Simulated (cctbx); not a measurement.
## Accept or mend?

Cell a = 6.7550 Å, b = 6.8500 Å, c = 7.7980 Å, α = 89.11°, β = 68.57°, γ = 61.92°; space group P-1 (no. 2).

The data are simulated with cctbx, not measured: Mo Kα, λ = 0.71073 Å, to d = 0.84 Å, 50 % of the full sphere, strongest reflection 40000 counts, noise from counting, a 2 % proportional error and a noise floor of 15 counts (s.d.); no absorption, and some extinction, which the refinements don't model.

An anisotropic refinement with weights 1/σ² prints:

```text
Rint 0.012, 57 unique reflections to 2.00 A
cycle     R1     wR2    GooF  max shift (A)
   1  0.0103  0.0260   2.586   0.03964
   3  0.0050  0.0120   1.196   0.00001
final R1 0.0050 wR2 0.0120 GooF 1.196  parameters 45  data/parameter 1.3
atom        x        y        z      Ueq    occ   su(xyz)  su(Uiso or U11)
Bi1    0.13685  0.11574  0.00181   0.0001  1.000  0.00036  0.0043  NPD
Br1    0.35268  0.17353  0.22595   0.0118  1.000  0.00114  0.0060
Br2    0.23319  0.43118  0.77075   0.0078  1.000  0.00123  0.0085  NPD
S1     0.87229  0.05155  0.29245   0.0142  1.000  0.00291  0.0154
S2     0.21071  0.75765  0.12572   0.0174  1.000  0.00262  0.0199  NPD
difference map: max 0.09 min -0.09 rms 0.03
Q1    0.1416  0.5982  0.4700    2    0.09  2.74 A from Br2
Q2    0.0831  0.6290  0.5611    2    0.08  2.32 A from Br2
Q3    0.5044  0.2151  0.4293    2    0.08  2.01 A from S1
Q4    0.1267  0.2205  0.7024    2    0.07  1.86 A from S1
Q5    0.1674  0.7854  0.8526    2    0.06  1.58 A from S1
Q6    0.2785  0.9324  0.2389    2    0.06  1.81 A from S2
```

Q: Accept it or mend it, and why?

Mend it. The fault: data cut at low resolution. Against the right model at the same level, R1 goes from 0.0106 to 0.0050 and GooF from 1.01 to 1.20 and Bi1, Br2 and S2 go non-positive-definite. The atoms are right, but there are too few data for the parameters: R1 flatters and the s.u.s grow. Data per parameter fall from 17.1 to 1.3.

The compound is BiS2Br2. The right model at the same level gives:

```text
Rint 0.014, 768 unique reflections to 0.84 A
cycle     R1     wR2    GooF  max shift (A)
   1  0.0141  0.0345   1.348   0.00086
   2  0.0106  0.0259   1.010   0.00000
final R1 0.0106 wR2 0.0259 GooF 1.010  parameters 45  data/parameter 17.1
atom        x        y        z      Ueq    occ   su(xyz)  su(Uiso or U11)
Bi1    0.13681  0.11549  0.00219   0.0021  1.000  0.00003  0.0001
Br1    0.35237  0.17578  0.22684   0.0084  1.000  0.00008  0.0002
Br2    0.23429  0.43254  0.76986   0.0022  1.000  0.00007  0.0002
S1     0.87242  0.05206  0.29240   0.0054  1.000  0.00019  0.0005
S2     0.20943  0.75871  0.13113   0.0058  1.000  0.00019  0.0005
difference map: max 0.48 min -0.63 rms 0.14
Q1    0.4131  0.4561  0.2668    2    0.49  2.19 A from Br1
Q2    0.0225  0.6383  0.0080    2    0.49  1.54 A from Bi1
Q3    0.2812  0.5449  0.5830    2    0.48  1.64 A from Br2
Q4    0.4311  0.2760  0.0378    2    0.47  1.63 A from Br1
Q5    0.1664  0.1918  0.7956    2    0.45  1.66 A from Bi1
Q6    0.1180  0.3787  0.8775    2    0.45  1.11 A from Br2
```

Isotropic U is held between 0.0001 and 1 Å² by the program, and listed peak heights are interpolated, so they can pass the grid's maximum.

The model was made for the exercise: a known structure type with other elements put in, its volume estimated, not relaxed; displacement parameters are assumed.

[Middle refinement cycles are left out of these outputs.]

[Logs are printed without paths, hosts, clocks, repeated set-up lines and the standing remarks that a program may print on its own settings, such as how far it seeks lower states.]
